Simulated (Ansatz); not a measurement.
# Quasi-harmonic thermodynamics of Rh (Rhodium, Fm-3m), part 2 of 5

Aim: the lattice, expansion, heat capacity and bulk modulus of Rhodium as it warms.

Ansatz 0.2.0; DFT LDA, scalar-relativistic, plane waves, PAW (the session's first sound run).

So far. Step 2 (Probe on a coarse mesh): The start is under -8.9 GPa at this level and looks like a metal on this mesh.

The database entry behind the starting cell differs from later determinations by our own check (an axis about 0.2 % short against later determinations), so it need not match the best structure at ambient conditions.

## Step 4: Finding the static equilibrium

The vibrations must be taken about the equilibrium of this functional, not about the starting cell, so the structure is relaxed.

Input file input.yaml:

```yaml
crystal:
  lattice:
    - [0.0, 1.8787596547, 1.8787596547]
    - [1.8787596547, 0.0, 1.8787596547]
    - [1.8787596547, 1.8787596547, 0.0]
  atoms:
    - { symbol: Rh, position: [0.0, 0.0, 0.0] }
kpoints:
  mp_grid: { grid: [20, 20, 20] }
hamiltonian:
  xc: lda
scf:
  occupations: { method: gaussian, width: 0.1 }
output:
  forces: true
  stress: true
  eigenvalues: true
  write_density: true
  write_potential: true
  elf: true
  volumetric_format: npy
relax:
  adjacent_minimum: "off"
  f_tol: 0.005
  max_steps: 80
  cell: { stress_tol: 0.05 }
```

On the command line:

```sh
$ ansatz run input.yaml --threads 4 --pin off --max-ram 8192MiB --backend cpu --events-out ev --progress --plain --runs-dir out
```

Numbers of over 12 decimals in the logs are rounded to 6 here.

Log:

```text
[...]
Crystal: 1 atoms, lattice volume = 13.263 Å³
Basis set: ecut = 420 eV, 259 PW (Γ)
Bands: 13, of which v1, the nominal top of the filled ones, is band 9 counted from 1 (8 counted from 0)
Symmetry: 48 space group operations
[...]
k-points: 256 of 8000
[...]
SCF iter   1: F=—  HF=-6278.655012 eV  |F-HF|=—  |Δ(HF+E_count)|=         —  Δρ=1.04e-2  dr2=8.14e-3  ethr=1.77e-3  ⟨swp⟩=4.7  Hψ=18134  notcnv=0
[...]
SCF iter   6: F=-6278.652633 eV  HF=-6278.652633 eV  |F-HF|=4.03e-10  |Δ(HF+E_count)|=   1.86e-8  Δρ=5.57e-6  dr2=7.30e-10  ethr=3.15e-10  ⟨swp⟩=6.5  Hψ=18184  notcnv=0
SCF 1 converged in 6 iterations: F = -6278.652633 eV  dr2 = 7.30e-10
[...]
relax step   1: F+E_penalty+E_count = -6278.65263295 eV  Δ(F+E_penalty+E_count) = +0.000e0 eV  max|allowed force component| = 0.000e0 eV/Å  Δτ_max = 0.0000 Å  P = -0.971 GPa  Ω = 13.263 Å³  (6 SCF iters, dr2 threshold 1.00e-7 eV, accepted)
Crystal: 1 atoms, lattice volume = 13.191 Å³
[...]
SCF iter   4: F=-6278.652728 eV  HF=-6278.652728 eV  |F-HF|=2.78e-9  |Δ(HF+E_count)|=   4.43e-9  Δρ=1.37e-5  dr2=6.00e-9  ethr=5.88e-10  ⟨swp⟩=7.0  Hψ=16472  notcnv=0
SCF 2 converged in 4 iterations: F = -6278.652728 eV  dr2 = 6.00e-9
relax step   2: F+E_penalty+E_count = -6278.65272791 eV  Δ(F+E_penalty+E_count) = -9.496e-5 eV  max|allowed force component| = 0.000e0 eV/Å  Δτ_max = 0.0000 Å  P = +0.760 GPa  Ω = 13.191 Å³  energy of the carried Pulay correction = +4.531e-5 eV  (4 SCF iters, dr2 threshold 1.00e-7 eV, accepted)
Crystal: 1 atoms, lattice volume = 13.223 Å³
[...]
SCF iter   3: F=-6278.652782 eV  HF=-6278.652782 eV  |F-HF|=7.11e-9  |Δ(HF+E_count)|=   1.40e-7  Δρ=4.38e-5  dr2=7.96e-8  ethr=5.88e-10  ⟨swp⟩=8.2  Hψ=21326  notcnv=0
SCF 3 converged in 3 iterations: F = -6278.652782 eV  dr2 = 7.96e-8
relax step   3: F+E_penalty+E_count = -6278.65278214 eV  Δ(F+E_penalty+E_count) = -5.424e-5 eV  max|allowed force component| = 0.000e0 eV/Å  Δτ_max = 0.0000 Å  P = -0.005 GPa  Ω = 13.223 Å³  energy of the carried Pulay correction = +2.545e-5 eV  (3 SCF iters, dr2 threshold 1.00e-7 eV, accepted)
[...]
SCF iter   5: F=-6278.652761 eV  HF=-6278.652761 eV  |F-HF|=1.82e-12  |Δ(HF+E_count)|=  1.27e-11  Δρ=8.17e-8  dr2=2.92e-13  ethr=1.00e-12  ⟨swp⟩=5.0  Hψ=11883  notcnv=0
SCF 4 converged in 5 iterations: F = -6278.652761 eV  dr2 = 2.92e-13
relax step   4: F+E_penalty+E_count = -6278.65276120 eV  Δ(F+E_penalty+E_count) = +2.094e-5 eV  max|allowed force component| = 0.000e0 eV/Å  Δτ_max = 0.0000 Å  P = -0.007 GPa  Ω = 13.223 Å³  stress off target by 6.73e-3 GPa  SCF on the basis re-selected at this cell (its energy is not comparable with the rows above)  (5 SCF iters)
[...]
SCF converged after 5 iterations
Free energy (F): -6278.652761 eV
[...]
Internal energy: -6278.647315 eV  (E = F + TS)
E sigma→0 (E₀):  -6278.650038 eV
Entropy (-TS):   -0.005446 eV (-5.446 meV/atom)
Fermi energy:    23.216690 eV
[...]
--- Stress (GPa, compression-positive) ---
       -0.006734      -0.000000      -0.000000
       -0.000000      -0.006734      -0.000000
       -0.000000      -0.000000      -0.006734
  P = ⅓ Tr σ = -0.0067 GPa (-0.067 kbar)
--- Band table (eV; the first three rows and the last of 256) ---
  k-point 0: bands = [... 5 lower, 19.9107, 19.9107, 19.9107, 22.1682, 22.1682, 38.9478, 44.4378, 44.4378]
  k-point 1: bands = [... 5 lower, 19.8622, 19.9532, 19.9532, 22.1435, 22.1435, 39.1052, 43.9037, 44.5931]
  k-point 2: bands = [... 5 lower, 19.7365, 20.0679, 20.0679, 22.0857, 22.0857, 39.5405, 42.7127, 45.0506]
  k-point 255: bands = [... 5 lower, 19.1546, 19.1546, 21.9221, 24.2821, 33.0659, 33.0659, 34.6575, 36.2673]
--- Relaxed structure (3 steps of the walk, 3 accepted, 1 SCFs on fresh bases) ---
[...]
cell:  # Å, volume = 13.2225 Å³
    - [0, 1.876845, 1.876845]
    - [1.876845, 0, 1.876845]
    - [1.876845, 1.876845, 0]
  atoms:
    - { symbol: Rh, position: [0.0, 0.0, 0.0] }
```

Elapsed: 5.1 s, on 4 threads of Arm Neoverse V1, shared host; peak memory 0.33 GiB; 14 s of CPU time.

The steps of the relaxation:

```
step  energy less that of the first step (eV)  largest force component (eV/Å)  pressure (GPa)  volume (Å³)
   1                                   0.0000                          0.0000           -0.97        13.26
   2                                  -0.0001                          0.0000            0.76        13.19
   3                                  -0.0001                          0.0000           -0.01        13.22
  4*                                  -0.0001                          0.0000           -0.01        13.22
```

Relaxation steps marked * repeat the geometry before them on a plane-wave basis chosen anew for their cell, so energy and pressure can jump there.

```
conventional cell, symmetrised  before  after  change
                         a (Å)   3.758  3.754  -0.1 %
                         b (Å)   3.758  3.754  -0.1 %
                         c (Å)   3.758  3.754  -0.1 %
              volume (Å³/atom)   13.26  13.22  -0.3 %
```

The relaxed structure:

```xyz
1
Lattice="0.0000 1.8768 1.8768 1.8768 0.0000 1.8768 1.8768 1.8768 0.0000" Properties=species:S:1:pos:R:3 pbc="T T T"
Rh    0.0000    0.0000    0.0000
```

Numbers from this step:

```yaml
pressure: -0.006734 GPa
volume_per_atom: 13.22 Å³
```

Electrostatic potential energy in the ac plane of the conventional cell at fractional y = 0.000, with atoms of Rh within 0.2 Å of it. With pseudopotentials it is smooth inside the atoms' cores, unlike the true potential.

Values in eV, 14 rows by 14 columns, each cell a mean:
```
-71 -60 -33   2  20  25  26  26  26  23  15 -13 -46 -67
-51 -39 -15  11  21  24  25  25  24  23  19   1 -26 -46
-17  -8   7  19  22  21  20  20  21  22  21  15   1 -13
 14  17  20  21  19  11   2  -1   5  15  20  21  19  15
 23  23  23  20   7 -15 -33 -38 -27  -6  15  22  23  23
 26  25  23  17  -8 -39 -60 -65 -54 -27   5  21  24  26
 26  26  23  14 -17 -51 -71 -73 -65 -38  -1  20  25  26
 26  26  23  15 -13 -46 -67 -71 -60 -33   2  20  25  26
 25  24  23  19   1 -26 -46 -51 -39 -15  11  21  24  25
 20  21  22  21  15   1 -13 -17  -8   7  19  22  21  20
 -1   5  15  20  21  19  15  14  17  20  21  19  11   2
-38 -27  -6  15  22  23  23  23  23  23  20   7 -15 -33
-65 -54 -27   5  21  24  26  26  25  23  17  -8 -39 -60
-73 -65 -38  -1  20  25  26  26  26  23  14 -17 -51 -71
```
Columns run along a (3.8 Å; values clipped at the 3rd and 97th percentile), rows up along c (3.8 Å), edges of the conventional cell, whose origin can differ from the input's. Atoms in or near the plane, at fractional coordinates: Rh at (0.00, 0.00), Rh at (0.50, 0.50).

ELF in the ac plane of the conventional cell at fractional y = 0.000, with atoms of Rh within 0.2 Å of it. It is the smooth field of the valence electrons, not physical close to the nuclei.

Values, 14 rows by 14 columns, each cell a mean:
```
0.77 0.74 0.62 0.38 0.23 0.21 0.19 0.19 0.20 0.21 0.27 0.49 0.68 0.76
0.71 0.64 0.48 0.29 0.24 0.23 0.21 0.20 0.21 0.23 0.25 0.38 0.56 0.68
0.53 0.44 0.32 0.25 0.26 0.24 0.23 0.23 0.23 0.24 0.26 0.28 0.38 0.49
0.28 0.25 0.24 0.26 0.25 0.29 0.38 0.41 0.35 0.28 0.26 0.26 0.25 0.27
0.21 0.22 0.24 0.24 0.32 0.48 0.62 0.65 0.57 0.42 0.28 0.24 0.23 0.21
0.19 0.21 0.22 0.25 0.44 0.64 0.74 0.75 0.71 0.57 0.35 0.23 0.21 0.20
0.18 0.19 0.21 0.28 0.53 0.71 0.77 0.77 0.75 0.65 0.41 0.23 0.20 0.19
0.19 0.20 0.21 0.27 0.49 0.68 0.76 0.77 0.74 0.62 0.38 0.23 0.21 0.19
0.20 0.21 0.23 0.25 0.38 0.56 0.68 0.71 0.64 0.48 0.29 0.24 0.23 0.21
0.23 0.23 0.24 0.26 0.28 0.38 0.49 0.53 0.44 0.32 0.25 0.26 0.24 0.23
0.41 0.35 0.28 0.26 0.26 0.25 0.27 0.28 0.25 0.24 0.26 0.25 0.29 0.38
0.65 0.57 0.42 0.28 0.24 0.23 0.21 0.21 0.22 0.24 0.24 0.32 0.48 0.62
0.75 0.71 0.57 0.35 0.23 0.21 0.20 0.19 0.21 0.22 0.25 0.44 0.64 0.74
0.77 0.75 0.65 0.41 0.23 0.20 0.19 0.18 0.19 0.21 0.28 0.53 0.71 0.77
```
Columns run along a (3.8 Å), rows up along c (3.8 Å), edges of the conventional cell, whose origin can differ from the input's. Atoms in or near the plane, at fractional coordinates: Rh at (0.00, 0.00), Rh at (0.50, 0.50).

Valence density in the ac plane of the conventional cell at fractional y = 0.000, with atoms of Rh within 0.2 Å of it. It is the smooth field of the valence electrons, not physical close to the nuclei.

Ten even steps from '_' (0 e/Å³) to '@' (14 e/Å³), each cell a mean:
```
%%**--________________..==##
++--..__________________::==
....______________________..
____________________________
__________..----::..________
________..--**##++::________
________..++%%@@##--________
________..==##%%**--________
__________::==++--..________
____________......__________
____________________________
--::..__________________..--
##++::________________..--**
@@##--________________..++%%
```
Columns run along a (3.8 Å), rows up along c (3.8 Å), edges of the conventional cell, whose origin can differ from the input's. Atoms in or near the plane, at fractional coordinates: Rh at (0.00, 0.00), Rh at (0.50, 0.50).

## Step 5: Tight relaxation

The relaxation is repeated with tighter thresholds on force and stress, since phonons are sensitive to what is left; a change of mesh or smearing in the input moves the cell too.

Input file input.yaml:

```yaml
crystal:
  lattice:
    - [0.0, 1.8768447066, 1.8768447066]
    - [1.8768447066, 0.0, 1.8768447066]
    - [1.8768447066, 1.8768447066, 0.0]
  atoms:
    - { symbol: Rh, position: [0.0, 0.0, 0.0] }
kpoints:
  mp_grid: { grid: [20, 20, 20] }
hamiltonian:
  xc: lda
scf:
  occupations: { method: methfessel_paxton, width: 0.2 }
output:
  forces: true
  stress: true
  eigenvalues: true
relax:
  adjacent_minimum: "off"
  f_tol: 0.001
  max_steps: 60
  cell: { stress_tol: 0.01 }
```

Log:

```text
[...]
Crystal: 1 atoms, lattice volume = 13.223 Å³
Basis set: ecut = 420 eV, 259 PW (Γ)
Bands: 13, of which v1, the nominal top of the filled ones, is band 9 counted from 1 (8 counted from 0)
Symmetry: 48 space group operations
[...]
k-points: 256 of 8000
[...]
k-point 2: bands = [... 5 lower, 19.7430, 20.0745, 20.0745, 22.0932, 22.0932, 39.5488, 42.7222, 45.0604]
  k-point 255: bands = [... 5 lower, 19.1610, 19.1610, 21.9294, 24.2905, 33.0763, 33.0763, 34.6685, 36.2783]
--- Relaxed structure (3 steps of the walk, 3 accepted, 1 SCFs on fresh bases) ---
[...]
cell:  # Å, volume = 13.2188 Å³
    - [0, 1.876669, 1.876669]
    - [1.876669, 0, 1.876669]
    - [1.876669, 1.876669, 0]
  atoms:
    - { symbol: Rh, position: [0.0, 0.0, 0.0] }
[key lines of the parts left out:]
SCF converged after 4 iterations
Free energy (F): -6278.649513 eV
Fermi energy:    23.223931 eV
P = ⅓ Tr σ = -0.0003 GPa (-0.003 kbar)
```

It took 5.2 s on 4 threads; peak memory 0.33 GiB.

Little changed from the start: no atom moved by 0.005 Å and no cell edge by 0.1 %.

Numbers from this step:

* pressure: -2.99e-4 GPa

The residual pressure is -3.0e-4 GPa, small enough for phonons.

[end of part 2 of 5]

[Logs are printed without paths, hosts, clocks, repeated set-up lines and the standing remarks that a program may print on its own settings, such as how far it seeks lower states.]

[Hosts, paths, dates, database ids (printed as entryN), source tags and the programs' standing remarks are cut or masked in the printed files.]

[A step with changed settings may run another functional than the one named; its input shows which.]
